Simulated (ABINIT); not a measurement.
## A GW chain in ABINIT: LiHF2 (C2/m)

How does a plane-wave GW calculation on LiHF2 (C2/m) run from the first input to the gap?

Program: ABINIT 10.8.3. Level of theory: PBEsol and many-body steps on it, plane waves. Results are calculated unless marked as measured.

## 1. The starting structure

Symmetry: C2/m, No. 12, monoclinic system. Conventional cell: a = 5.095 Å, b = 3.070 Å, c = 4.903 Å, α = 90.00°, β = 121.02°, γ = 90.00°. Li has 6 F at 2.00 to 2.04 Å nearest. Nearest to H lie 2 F at 1.14 Å. Nearest to F lie 1 H at 1.14 Å and 3 Li at 2.00 to 2.04 Å. Farther neighbours and most contacts between anions are not listed.

The cell and positions are those that the Materials Project relaxed with its own functionals (PBE, PBE+U or r2SCAN), kept fixed.

## 2. Ground state

This step: ABINIT 10.8.3; DFT, PBEsol, plane waves, norm-conserving pseudopotentials.

The ground-state density comes first.

Input file run.abi:

```
acell 3*1.0 Angstrom
rprim 
  2.547496000000 -1.534899000000 -0.000000000000
  2.547496000000 1.534899000000 -0.000000000000
  -2.526944000000 -0.000000000000 4.201520000000
ntypat 3
znucl 3 1 9
natom 4
typat 1 2 3 3
xred 
  0.000000000000 0.000000000000 0.000000000000
  0.000000000000 0.000000000000 0.500000000000
  0.209803000000 0.209803000000 0.750702000000
  0.790197000000 0.790197000000 0.249298000000
pp_dirpath "pseudos"
pseudos "Li.upf, H.upf, F.upf"
ecut 36
ngkpt 8 8 6
nshiftk 1
shiftk 0 0 0
kptopt 1
chksymbreak 0
nband 15
occopt 1
tolvrs 1e-10
nstep 60
prtwf 0
optforces 0
optstress 0
indata_prefix "in"
outdata_prefix "out"
tmpdata_prefix "tmp"
```

Command:

```
> OMP_NUM_THREADS=1 mpirun -n 4 abinit run.abi > log
```

Numbers of over 12 decimals in the logs are rounded to 6 here.

Log:

```text
.Version 10.8.3 of ABINIT. v10.8.2 released Aug 2026.

 Symmetries : space group C2/m (# 12); Bravais mC (1-face-center monocl.)
================================================================================
 Values of the parameters that define the memory need of the present run
     intxc =       0    ionmov =       0      iscf =       7    lmnmax =       5
     lnmax =       5     mgfft =      54  mpssoang =       3    mqgrid =    3001
     natom =       4  nloc_mem =       1    nspden =       1   nspinor =       1
    nsppol =       1      nsym =       4    n1xccc =    2501    ntypat =       3
    occopt =       1   xclevel =       2
-    mband =          15        mffmem =           1         mkmem =          29
       mpw =        2308          nfft =       55296          nkpt =         114
================================================================================
  Rough estimation (10% accuracy) of disk space for files :
================================================================================

--------------------------------------------------------------------------------
------------- Echo of variables that govern the present computation ------------
--------------------------------------------------------------------------------
 -outvars: echo values of preprocessed input variables --------
            acell      1.8897261259E+00  1.8897261259E+00  1.8897261259E+00 Bohr

      chksymbreak           0
             ecut      3.60000000E+01 Hartree
-          fftalg         312

              ixc     -116133
              kpt      0.00000000E+00  0.00000000E+00  0.00000000E+00
                       1.25000000E-01  0.00000000E+00  0.00000000E+00
                       2.50000000E-01  0.00000000E+00  0.00000000E+00
                       3.75000000E-01  0.00000000E+00  0.00000000E+00
                       5.00000000E-01  0.00000000E+00  0.00000000E+00
                       1.25000000E-01  1.25000000E-01  0.00000000E+00
                       2.50000000E-01  1.25000000E-01  0.00000000E+00
                       3.75000000E-01  1.25000000E-01  0.00000000E+00
                       5.00000000E-01  1.25000000E-01  0.00000000E+00
   [... 39 further rows ...]
                      -3.75000000E-01  5.00000000E-01  1.66666667E-01
                      -2.50000000E-01  5.00000000E-01  1.66666667E-01
                       outvar_i_n : Printing only first  50 k-points.
         kptrlatt        8    0    0      0    8    0      0    0    6
          kptrlen      4.49628416E+01
P           mkmem          29
            natom           4
            nband          15
            ngfft          32      32      54
             nkpt         114
            nstep          60
             nsym           4
           ntypat           3
              occ      2.000000  2.000000  2.000000  2.000000  2.000000  2.000000
                       2.000000  2.000000  2.000000  0.000000  0.000000  0.000000
[...]
optforces           0
        optstress           0
            prtwf           0
            rprim      2.5474960000E+00 -1.5348990000E+00 -0.0000000000E+00
[...]
spgroup          12

           tolvrs      1.00000000E-10

             xred      0.0000000000E+00  0.0000000000E+00  0.0000000000E+00
[...]
znucl        3.00000    1.00000    9.00000

================================================================================

 chkinp: Checking input parameters for consistency.

================================================================================
== DATASET  1 ==================================================================
-   mpi_nproc: 4, omp_nthreads: 1 (-1 if OMP is not activated)

--- !DatasetInfo
iteration_state: {dtset: 1, }
dimensions: {natom: 4, nkpt: 114, mband: 15, nsppol: 1, nspinor: 1, nspden: 1, mpw: 2308, }
cutoff_energies: {ecut:  36.0, pawecutdg:  -1.0, }
electrons: {nelect:   1.80000000E+01, charge:   0.00000000E+00, occopt:   1.00000000E+00, tsmear:   1.00000000E-02, }

 Real(R)+Recip(G) space primitive vectors, cartesian coordinates (Bohr,Bohr^-1):
 R(1)=  4.8140697 -2.9005387  0.0000000  G(1)=  0.1038622 -0.1723818  0.0624664
 R(2)=  4.8140697  2.9005387  0.0000000  G(2)=  0.1038622  0.1723818  0.0624664
 R(3)= -4.7752321  0.0000000  7.9397221  G(3)=  0.0000000  0.0000000  0.1259490
 Unit cell volume ucvol=  2.2173096E+02 bohr^3
 Angles (23,13,12)=  1.16197186E+02  1.16197186E+02  6.21390048E+01 degrees

 getcut: wavevector=  0.0000  0.0000  0.0000  ngfft=  32  32  54
         ecut(hartree)=     36.000   => boxcut(ratio)=   2.10945

--- Pseudopotential description ------------------------------------------------
- Li Generated using ONCVPSP code by D. R. Hamann
-  3.00000   3.00000  180301                  znucl, zion, pspdat
12 -116133 1 -1 1944                          pspcod,pspxc,lmax,lloc,mmax
     nproj     2     2     0
  pspatm : epsatm=    2.60875052
         --- l  ekb(1:nproj) -->
[...]
pspatm: atomic psp has been read  and splines computed

- H Generated using ONCVPSP code by D. R. Hamann
-  1.00000   1.00000  180301                  znucl, zion, pspdat
12 -116133 1 -1 1180                          pspcod,pspxc,lmax,lloc,mmax
     nproj     2     1     0
  pspatm : epsatm=    0.35585368
         --- l  ekb(1:nproj) -->
[...]
1   -0.494138
 pspatm: atomic psp has been read  and splines computed

- F Generated using ONCVPSP code by D. R. Hamann
-  9.00000   7.00000  180301                  znucl, zion, pspdat
12 -116133 2 -1 832                           pspcod,pspxc,lmax,lloc,mmax
     nproj     2     2     1
  pspatm : epsatm=    4.89824381
         --- l  ekb(1:nproj) -->
[...]
2   -2.394754
 pspatm: atomic psp has been read  and splines computed

   2.29699653E+02                                ecore*ucvol(ha*bohr**3)
--------------------------------------------------------------------------------

_setup2: Arith. and geom. avg. npw (full set) are    2287.674    2287.660

================================================================================

--- !BeginCycle
iteration_state: {dtset: 1, }
solver: {iscf: 7, nstep: 60, nline: 4, wfoptalg: 0, }
tolerances: {tolvrs: 1.00E-10, }

     iter   Etot(hartree)      deltaE(h)  residm     vres2
 ETOT  1  -56.940342697907    -5.694E+01 7.718E-02 1.915E+02
 ETOT  2  -56.975742208849    -3.540E-02 2.588E-02 1.155E+02
 ETOT  3  -57.019963647304    -4.422E-02 3.500E-03 2.977E+00
 ETOT  4  -57.020605962096    -6.423E-04 9.599E-04 1.286E-01
 ETOT  5  -57.020611170242    -5.208E-06 1.125E-04 6.626E-03
 ETOT  6  -57.020611460289    -2.900E-07 2.089E-04 2.325E-04
 ETOT  7  -57.020611475963    -1.567E-08 2.552E-05 6.574E-06
 ETOT  8  -57.020611476808    -8.453E-10 4.575E-05 1.192E-07
 ETOT  9  -57.020611476811    -3.403E-12 5.097E-06 4.513E-09
 ETOT 10  -57.020611476812    -8.598E-13 9.322E-06 4.072E-11

 At SCF step   10       vres2   =  4.07E-11 < tolvrs=  1.00E-10 =>converged.

--- !ResultsGS
iteration_state: {dtset: 1, }
comment   : Summary of ground state results
lattice_vectors:
- [  4.8140697,  -2.9005387,  -0.0000000, ]
- [  4.8140697,   2.9005387,  -0.0000000, ]
- [ -4.7752321,  -0.0000000,   7.9397221, ]
lattice_lengths: [   5.62036,    5.62036,    9.26510, ]
lattice_angles: [116.197, 116.197,  62.139, ] # degrees, (23, 13, 12)
lattice_volume:   2.2173096E+02
convergence: {deltae: -8.598E-13, res2:  4.072E-11, residm:  9.322E-06, diffor:  0.000E+00, }
etotal    :  -5.70206115E+01
entropy   :   0.00000000E+00
fermie    :  -9.54477673E-02
cartesian_stress_tensor: null
pressure_GPa: null
xred      :
- [  0.0000E+00,   0.0000E+00,   0.0000E+00, Li]
- [ -1.8873E-18,  -1.8873E-18,   5.0000E-01,  H]
- [  2.0980E-01,   2.0980E-01,   7.5070E-01,  F]
- [  7.9020E-01,   7.9020E-01,   2.4930E-01,  F]
cartesian_forces: null
force_length_stats: {min: null, max: null, mean: null, }

 Integrated electronic density in atomic spheres:
 ------------------------------------------------
 Atom  Sphere_radius  Integrated_density
[...]
4        2.00000          7.13882862
================================================================================

 ----iterations are completed or convergence reached----

 Mean square residual over all n,k,spin=   58.081E-10; max=  93.220E-07
 reduced coordinates (array xred) for    4 atoms
       0.000000000000      0.000000000000      0.000000000000
      -0.000000000000     -0.000000000000      0.500000000000
       0.209803000000      0.209803000000      0.750702000000
       0.790197000000      0.790197000000      0.249298000000
 rms dE/dt=  0.0000E+00; max dE/dt=  0.0000E+00; dE/dt below (all hartree)
    1       0.000000000000      0.000000000000      0.000000000000
    2       0.000000000000      0.000000000000      0.000000000000
    3       0.000000000000      0.000000000000      0.000000000000
    4       0.000000000000      0.000000000000      0.000000000000

 cartesian coordinates (angstrom) at end:
    1      0.000000     0.000000     0.000000
    2     -1.263472    -0.000000     2.100760
    3     -0.828037    -0.000000     3.154089
    4      3.396085     0.000000     1.047431
 length scales=  1.889726125908  1.889726125908  1.889726125908 bohr
              =  1.000000000000  1.000000000000  1.000000000000 angstroms
 prteigrs : about to open file out_EIG
 Fermi (or HOMO) energy (hartree) =  -0.09545   Average Vxc (hartree)=  -0.34672
 Eigenvalues (hartree) for nkpt= 114  k points:
 kpt#   1, nband= 15, wtk=  0.00260, kpt=  0.0000  0.0000  0.0000 (reduced coord)
  -1.56146   -0.85973   -0.80305   -0.29430   -0.10859   -0.10728   -0.10442   -0.10324
  -0.10010    0.21342    0.37287    0.55164    0.60248    0.60363    0.63679
 prteigrs : prtvol=0 or 1, do not print more k-points.

--- !EnergyTerms
iteration_state     : {dtset: 1, }
comment             : Components of total free energy in Hartree
kinetic             :  3.81129825162862E+01
hartree             :  1.73052788317714E+01
xc                  : -1.28922123458205E+01
Ewald energy        : -3.45370259623522E+01
psp_core            :  1.03593854325274E+00
local_psp           : -5.61734467060159E+01
non_local_psp       : -9.87212635393408E+00
total_energy        : -5.70206114768123E+01
total_energy_eV     : -1.55160988287756E+03
band_energy         : -8.27201961937265E+00

== END DATASET(S) ==============================================================
================================================================================

 -outvars: echo values of variables after computation  --------
           etotal     -5.7020611477E+01
            nband          15
             nkpt         114
          spgroup          12
 [... the other variables as echoed above ...]

 Calculation completed.
```

Run time: 53 s. Hardware: 4 MPI ranks of Intel Xeon Platinum 8259CL at 2.50GHz (Skylake/Cascade Lake), shared host; peak memory 0.37 GiB.

This step gave:

- total energy: -1551.6099 eV
- gap: 8.405 eV
- k of the valence top: 0.125, 0.125, 0.3333
- k of the conduction bottom: 0, 0, 0
- least direct gap: 8.531 eV

The gap is indirect, with the least direct gap 0.13 eV higher.

(Part 1 of 3 ends here.)

[Paths, hosts, dates, memory and timing lines, banners, echoed tables and standing remarks are left out of the program output.]

[Logs are printed without paths, hosts, clocks, repeated set-up lines and the standing remarks that a program may print on its own settings, such as how far it seeks lower states.]

[Runs of the session that timed out or met a known fault of the program may be left out.]

[Hosts, paths, dates, database ids (printed as entryN), source tags and the programs' standing remarks are cut or masked in the printed files.]

[G0W0 gaps are taken among the corrected bands and points alone; a level outside them can change the order at an edge.]

[Where Ansatz stands beside ABINIT at settings called matched, ABINIT's density can come from a denser mesh and the files from another edition; pairs whose starting gaps differed by over 0.03 eV were left out, so agreement reads better than it is.]
